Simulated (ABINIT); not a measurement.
# Ga2O3 (R-3c): Bethe-Salpeter spectra with ABINIT

Aim: the absorption spectrum of Ga2O3 (R-3c) with electron-hole interaction, and what each part of the kernel does.

Method: PBE and many-body steps on it, plane waves, in ABINIT 10.8.3.

Most raw output is cut from this account.

## (1) Set-up

The structure is trigonal, space group R-3c (No. 167). Conventional cell: a = 4.997 Å, b = 4.997 Å, c = 13.451 Å, α = 90.00°, β = 90.00°, γ = 120.00°. Nearest to Ga lie 6 O at 1.93 to 2.08 Å. O has 4 Ga at 1.93 to 2.08 Å nearest. Farther neighbours and most contacts between anions are not listed.

The cell and positions are those that the Materials Project relaxed with its own functionals (PBE, PBE+U or r2SCAN), kept fixed. This is not the form that Ga2O3 usually takes at ambient conditions.

## (2) Empty states on the mesh, 4×4×4 mesh, 191 bands

This step: ABINIT 10.8.3; DFT, PBE, plane waves, norm-conserving pseudopotentials.

The sums over transitions need many empty states on a uniform mesh; this step solves for them.

Contents of run.abi:

```
acell 3*1.0 Angstrom
rprim 
  2.498699193881 1.442624652211 4.483549768500
  -2.498699193881 1.442624652211 4.483549768500
  0.000000000000 -2.885249304422 4.483549768500
ntypat 2
znucl 31 8
natom 10
typat 1 1 1 1 2 2 2 2 2 2
xred 
  0.855585580000 0.855585580000 0.855585580000
  0.644414420000 0.644414420000 0.644414420000
  0.144414420000 0.144414420000 0.144414420000
  0.355585580000 0.355585580000 0.355585580000
  0.750000000000 0.446832820000 0.053167180000
  0.446832820000 0.053167180000 0.750000000000
  0.053167180000 0.750000000000 0.446832820000
  0.250000000000 0.553167180000 0.946832820000
  0.946832820000 0.250000000000 0.553167180000
  0.553167180000 0.946832820000 0.250000000000
pp_dirpath "pseudos"
pseudos "Ga.upf, O.upf"
ecut 45
ngkpt 4 4 4
nshiftk 1
shiftk 0 0 0
kptopt 1
chksymbreak 0
iscf -2
irdden 1
istwfk *1
nband 191
nbdbuf 16
tolwfr 1e-09
nstep 60
prtvol 0
indata_prefix "in"
outdata_prefix "out"
tmpdata_prefix "tmp"
```

Launch:

```
> OMP_NUM_THREADS=1 mpirun -n 8 abinit run.abi > log
```

Run time: 2.2 min. Hardware: 8 MPI ranks of Arm Neoverse V2, shared host; peak memory 1.2 GiB; 18 min of CPU time.

This step gave:

| Item | Value |
| --- | --- |
| gap | 2.857 eV |
| k of the valence top | 0.25, 0, 0 |
| k of the conduction bottom | 0, 0, 0 |
| least direct gap | 3.066 eV |
| k points computed | 13 |
| lowest point of the top converged band, above the valence top | 58.2188 eV |

On this mesh the gap is 2.857 eV.

The density comes from a self-consistent run that is not shown.

## (3) Screening, 4×4×4 mesh, 175 bands, screening to 130.6 eV

The RPA dielectric matrix is built and inverted for each q.

This step: RPA screening on PBE, plane waves, norm-conserving pseudopotentials.

run.abi: that of step 2 with these lines changed.

```diff
@@ -28,10 +28,11 @@
 chksymbreak 0
-iscf -2
-irdden 1
 istwfk *1
-nband 191
-nbdbuf 16
-tolwfr 1e-09
-nstep 60
-prtvol 0
+occopt 1
+irdwfk 1
+optdriver 3
+nband 175
+ecuteps 4.8
+inclvkb 2
+awtr 1
+symchi 1
 indata_prefix "in"
```

The job ended after 15 min (8 MPI ranks; peak memory 15 GiB; 2.1 h of CPU time).

Numbers from this step:

| Property | Result |
| --- | --- |
| ε∞ with local fields, on this mesh, along the program's q direction | 4.144 |
| the same without local fields | 4.344 |
| plasma frequency | 41.31 eV |
| plane waves in the screening matrix | 327 |

Local fields lower ε∞ by 5 %.

## (4) Self-energy, 4×4×4 mesh, 175 bands, screening to 130.6 eV

The self-energy is evaluated for the states that the input lists, and the levels follow from it, in one-shot runs by the linearised quasiparticle equation.

This step: G0W0 on PBE, plane waves, norm-conserving pseudopotentials.

run.abi: that of step 3 with these lines changed.

```diff
@@ -31,8 +31,17 @@
 irdwfk 1
-optdriver 3
+optdriver 4
 nband 175
+gwcalctyp 0
+ecutsigx 45
+symsigma 1
+nkptgw 2
+kptgw 
+  0.2500000000 0.0000000000 0.0000000000
+  0.0000000000 0.0000000000 0.0000000000
+bdgw 
+  59 62
+  59 62
 ecuteps 4.8
-inclvkb 2
-awtr 1
-symchi 1
+irdscr 1
+ppmodel 1
 indata_prefix "in"
```

The job ended after 33 s (8 MPI ranks; peak memory 5.9 GiB).

Numbers from this step:

```
G0W0 gap on the points computed              : 4.277 eV
starting gap on the mesh                     : 2.857 eV
k of the valence top                         : 0.25, 0, 0
k of the conduction bottom                   : 0, 0, 0
least direct G0W0 gap on the computed points : 4.493 eV
```

The gap on the mesh goes from 2.86 eV to 4.28 eV, a correction of +1.42 eV.

The gap opens by 1.420 eV; the next steps shift the empty bands rigidly by 1.427 eV.

## (5) Excitons

Light makes an electron and a hole together. The Bethe-Salpeter equation adds their screened attraction and their exchange, in a window of bands around the gap.

This step: Bethe-Salpeter equation on PBE with a scissors shift, plane waves, norm-conserving pseudopotentials.

run.abi: that of step 4 with these lines changed.

```diff
@@ -31,17 +31,17 @@
 irdwfk 1
-optdriver 4
-nband 175
-gwcalctyp 0
-ecutsigx 45
-symsigma 1
-nkptgw 2
-kptgw 
-  0.2500000000 0.0000000000 0.0000000000
-  0.0000000000 0.0000000000 0.0000000000
-bdgw 
-  59 62
-  59 62
-ecuteps 4.8
+optdriver 99
+bs_calctype 1
+mbpt_sciss 1.427 eV
+bs_loband 51
+nband 62
+bs_exchange_term 1
+bs_coulomb_term 11
+bs_coupling 0
+bs_algorithm 1
+bs_freq_mesh 0 7 0.05 eV
+zcut 0.1 eV
+ecuteps 3
+ecutwfn 22.5
+inclvkb 2
 irdscr 1
-ppmodel 1
 indata_prefix "in"
```

The job ended after 48 s (8 MPI ranks; peak memory 2 GiB).

Numbers from this step:

```yaml
direct_gap_of_the_transition_levels: 4.493 eV
transitions_in_the_window: 1280
first_strong_exciton_over_a_fiftieth_of_the_strongest_listed: 3.956 eV
lowest_state: 3.956 eV
binding_of_the_lowest_state_below_the_direct_gap: 0.5374 eV
coulomb_term_of_one_mesh_cell: 0.5370 eV
```

The binding is 1.0 times the screened Coulomb term of one mesh cell (0.54 eV), so it is not shown settled.

The lowest state lies at 3.956 eV, 0.537 eV under the direct gap.

Lines within 3 meV are set at the lowest of them, and the highest group, which the list may cut short, is left out. Lines of the exciton spectrum (strongest = 100):

```
position (eV)  lines merged  oscillator strength, relative
        3.956             2                            100
        4.027             2                            0.2
        4.032             1                             95
        4.237             2                            0.0
        4.718             2                             86
        5.207             2                            2.4
        5.226             2                             84
        5.256             1                             96
```

The ε₂ has structure finer than the step of the table below, so its rows give means over 0.25 eV, whole bins alone (the curve runs from 0 to 6.95 eV). Peaks (eV: height): BSE 4.000: 2.33, 4.700: 1.34, 5.250: 3.66, 5.700: 2.68; no electron-hole interaction 4.550: 1.49, 5.250: 0.808, 5.950: 2.27, 6.350: 2.74, 6.750: 1.67; Kohn-Sham, no shift 3.100: 1.52, 3.850: 0.791, 4.500: 2.29, 4.950: 2.78, 5.300: 1.68, 6.050: 2.14, 6.550: 3.42.

Mean over the three Cartesian directions of q; broadening 0.1 eV; transition window only. Limits: finite bands, cutoff and mesh; no spin-orbit coupling; exciton not shown settled in the k mesh. The ε₂ by photon energy; means over each step:

```
photon energy (eV)      BSE  no electron-hole interaction  Kohn-Sham, no shift
              0.25  0.00155                        9.3e-4              0.00206
              0.50  0.00312                       0.00186              0.00419
              0.75  0.00482                       0.00287              0.00652
              1.00  0.00664                       0.00391              0.00914
              1.25  0.00869                       0.00504               0.0123
              1.50   0.0110                       0.00630               0.0162
              1.75   0.0138                       0.00769               0.0215
              2.00   0.0173                       0.00932               0.0294
              2.25   0.0218                        0.0112               0.0429
              2.50   0.0278                        0.0136               0.0725
              2.75   0.0367                        0.0166                0.180
              3.00   0.0511                        0.0205                0.932
              3.25   0.0788                        0.0262                0.752
              3.50    0.152                        0.0350                0.242
              3.75    0.557                        0.0513                0.539
              4.00     1.83                        0.0911                0.431
              4.25    0.578                         0.280                0.695
              4.50    0.482                          1.16                 1.91
              4.75     1.05                         0.470                 1.37
              5.00    0.916                         0.261                 2.04
              5.25     3.02                         0.615                 1.39
              5.50     2.02                         0.381                 1.05
              5.75     2.36                          1.08                 1.20
              6.00     1.62                          1.79                 1.89
              6.25     1.36                          1.71                 1.77
              6.50     1.08                          1.66                 3.05
              6.75     2.13                          1.42                 3.04
```

## (6) Model screening

run.abi: that of step 5 with these lines changed.

```diff
@@ -34,6 +34,6 @@
 mbpt_sciss 1.427 eV
-bs_loband 51
-nband 62
+bs_loband 59
+nband 61
 bs_exchange_term 1
-bs_coulomb_term 11
+bs_coulomb_term 21
 bs_coupling 0
@@ -45,3 +45,4 @@
 inclvkb 2
-irdscr 1
+mdf_epsinf 4.14
+irdden 1
 indata_prefix "in"
```

Elapsed: 7.7 s, on 8 MPI ranks; peak memory 2 GiB; 61 s of CPU time.

Numbers from this step:

| Item | Value |
| --- | --- |
| direct gap of the transition levels | 4.493 eV |
| transitions in the window | 128 |
| first strong exciton (over a fiftieth of the strongest listed) | 3.965 eV |
| lowest state | 3.965 eV |
| binding of the lowest state below the direct gap | 0.5285 eV |
| Coulomb term of one mesh cell | 0.5370 eV |

The binding is 0.98 times the screened Coulomb term of one mesh cell (0.54 eV), so it is not shown settled.

The lowest state lies at 3.965 eV, 0.528 eV under the direct gap.

## (7) Empty states on the mesh, 6×6×6 mesh, 74 bands

This step: DFT, PBE, plane waves, norm-conserving pseudopotentials.

run.abi: that of step 6 with these lines changed.

```diff
@@ -23,3 +23,3 @@
 ecut 45
-ngkpt 4 4 4
+ngkpt 6 6 6
 nshiftk 1
@@ -28,21 +28,10 @@
 chksymbreak 0
+iscf -2
+irdden 1
 istwfk *1
-occopt 1
-irdwfk 1
-optdriver 99
-bs_calctype 1
-mbpt_sciss 1.427 eV
-bs_loband 59
-nband 61
-bs_exchange_term 1
-bs_coulomb_term 21
-bs_coupling 0
-bs_algorithm 1
-bs_freq_mesh 0 7 0.05 eV
-zcut 0.1 eV
-ecuteps 3
-ecutwfn 22.5
-inclvkb 2
-mdf_epsinf 4.14
-irdden 1
+nband 74
+nbdbuf 6
+tolwfr 1e-09
+nstep 60
+prtvol 0
 indata_prefix "in"
```

The job ended after 80 s (8 MPI ranks; peak memory 1.1 GiB; 11 min of CPU time).

This step gave:

| Item | Value |
| --- | --- |
| gap | 2.817 eV |
| k of the valence top | -0.1667, 0.1667, 0 |
| k of the conduction bottom | 0, 0, 0 |
| least direct gap | 3.066 eV |
| k points computed | 32 |
| lowest point of the top converged band, above the valence top | 10.41 eV |

On this mesh the gap is 2.817 eV.

## (8) k mesh (6×6×6)

This step: Bethe-Salpeter equation on PBE with a scissors shift, plane waves, norm-conserving pseudopotentials.

run.abi: that of step 7 with these lines changed.

```diff
@@ -28,10 +28,21 @@
 chksymbreak 0
-iscf -2
+istwfk *1
+occopt 1
+irdwfk 1
+optdriver 99
+bs_calctype 1
+mbpt_sciss 1.427 eV
+bs_loband 59
+nband 61
+bs_exchange_term 1
+bs_coulomb_term 21
+bs_coupling 0
+bs_algorithm 1
+bs_freq_mesh 0 7 0.05 eV
+zcut 0.1 eV
+ecuteps 3
+ecutwfn 22.5
+inclvkb 2
+mdf_epsinf 4.14
 irdden 1
-istwfk *1
-nband 74
-nbdbuf 6
-tolwfr 1e-09
-nstep 60
-prtvol 0
 indata_prefix "in"
```

Wall time 20 s (8 MPI ranks); peak memory 4.2 GiB; 2.6 min of CPU time.

This step gave:

| Property | Result |
| --- | --- |
| direct gap of the transition levels | 4.493 eV |
| transitions in the window | 432 |
| first strong exciton (over a fiftieth of the strongest listed) | 4.125 eV |
| lowest state | 4.125 eV |
| binding of the lowest state below the direct gap | 0.3680 eV |
| Coulomb term of one mesh cell | 0.3580 eV |

The binding is 1.0 times the screened Coulomb term of one mesh cell (0.36 eV), so it is not shown settled.

The lowest state lies at 4.125 eV, 0.368 eV under the direct gap.

The ε₂ has structure finer than the step of the table below, so its rows give means over 0.2 eV, whole bins alone (the curve runs from 0 to 6.95 eV). Peaks (eV: height): BSE 4.15: 0.446, 4.75: 1.16, 5.85: 0.936, 6.10: 0.814; no electron-hole interaction 4.50: 0.285, 5.25: 0.710, 6.20: 0.763, 6.65: 1.01; Kohn-Sham, no shift 3.05: 0.278, 3.80: 0.702, 4.80: 0.774, 5.20: 1.02, 6.20: 1.07.

Mean over the three Cartesian directions of q; broadening 0.1 eV; transition window only. Limits: finite bands, cutoff and mesh; no spin-orbit coupling; exciton not shown settled in the k mesh. Table of ε₂ by photon energy; means over each step:

```
photon energy (eV)      BSE  no electron-hole interaction  Kohn-Sham, no shift
               0.2   3.1e-4                        2.3e-4               5.2e-4
               0.4   6.5e-4                        4.5e-4              0.00105
               0.6   9.8e-4                        6.8e-4              0.00160
               0.8  0.00135                        9.3e-4              0.00219
               1.0  0.00169                       0.00118              0.00289
               1.2  0.00213                       0.00145              0.00365
               1.4  0.00257                       0.00174              0.00456
               1.6  0.00311                       0.00207              0.00569
               1.8  0.00370                       0.00245              0.00711
               2.0  0.00442                       0.00283              0.00905
               2.2  0.00527                       0.00332               0.0118
               2.4  0.00631                       0.00387               0.0164
               2.6  0.00765                       0.00455               0.0255
               2.8  0.00940                       0.00535               0.0540
               3.0   0.0118                       0.00636                0.197
               3.2   0.0154                       0.00767                0.150
               3.4   0.0212                       0.00948                0.106
               3.6   0.0325                        0.0121                0.295
               3.8   0.0633                        0.0162                0.662
               4.0    0.228                        0.0243                0.600
               4.2    0.327                        0.0477                0.327
               4.4    0.171                         0.173                0.231
               4.6    0.447                         0.174                0.512
               4.8     1.01                         0.101                0.708
               5.0    0.600                         0.244                0.721
               5.2    0.440                         0.646                0.970
               5.4    0.270                         0.609                0.472
               5.6    0.641                         0.377                0.255
               5.8    0.851                         0.217                0.499
               6.0    0.712                         0.472                0.831
               6.2    0.730                         0.706                 1.00
               6.4    0.359                         0.683                0.575
               6.6    0.199                         0.975                0.487
               6.8    0.433                         0.554                0.531
```

The window of bands is narrower than in the first exciton run, so this row is not like for like with it.

## (9) Empty states on the mesh, 8×8×8 mesh, 74 bands

This step: DFT, PBE, plane waves, norm-conserving pseudopotentials.

run.abi: that of step 8 with these lines changed.

```diff
@@ -23,3 +23,3 @@
 ecut 45
-ngkpt 6 6 6
+ngkpt 8 8 8
 nshiftk 1
@@ -28,21 +28,10 @@
 chksymbreak 0
+iscf -2
+irdden 1
 istwfk *1
-occopt 1
-irdwfk 1
-optdriver 99
-bs_calctype 1
-mbpt_sciss 1.427 eV
-bs_loband 59
-nband 61
-bs_exchange_term 1
-bs_coulomb_term 21
-bs_coupling 0
-bs_algorithm 1
-bs_freq_mesh 0 7 0.05 eV
-zcut 0.1 eV
-ecuteps 3
-ecutwfn 22.5
-inclvkb 2
-mdf_epsinf 4.14
-irdden 1
+nband 74
+nbdbuf 6
+tolwfr 1e-09
+nstep 60
+prtvol 0
 indata_prefix "in"
```

Wall time 2.8 min (8 MPI ranks); peak memory 1.4 GiB.

This step gave:

* gap: 2.836 eV
* k of the valence top: -0.125, 0.125, 0
* k of the conduction bottom: 0, 0, 0
* least direct gap: 3.066 eV
* k points computed: 65
* lowest point of the top converged band, above the valence top: 10.43 eV

On this mesh the gap is 2.836 eV.

(Continued in part 2 of 2.)

[Paths, hosts, dates, memory and timing lines, banners, echoed tables and standing remarks are left out of the program output.]

[Logs are printed without paths, hosts, clocks, repeated set-up lines and the standing remarks that a program may print on its own settings, such as how far it seeks lower states.]

[Runs of the session that timed out or met a known fault of the program may be left out.]

[No measured gap is set beside runs whose start may be inverted or whose files or cutoffs have a known fault.]

[Hosts, paths, dates, database ids (printed as entryN), source tags and the programs' standing remarks are cut or masked in the printed files.]

[G0W0 gaps are taken among the corrected bands and points alone; a level outside them can change the order at an edge.]

[Where Ansatz stands beside ABINIT at settings called matched, ABINIT's density can come from a denser mesh and the files from another edition; pairs whose starting gaps differed by over 0.03 eV were left out, so agreement reads better than it is.]
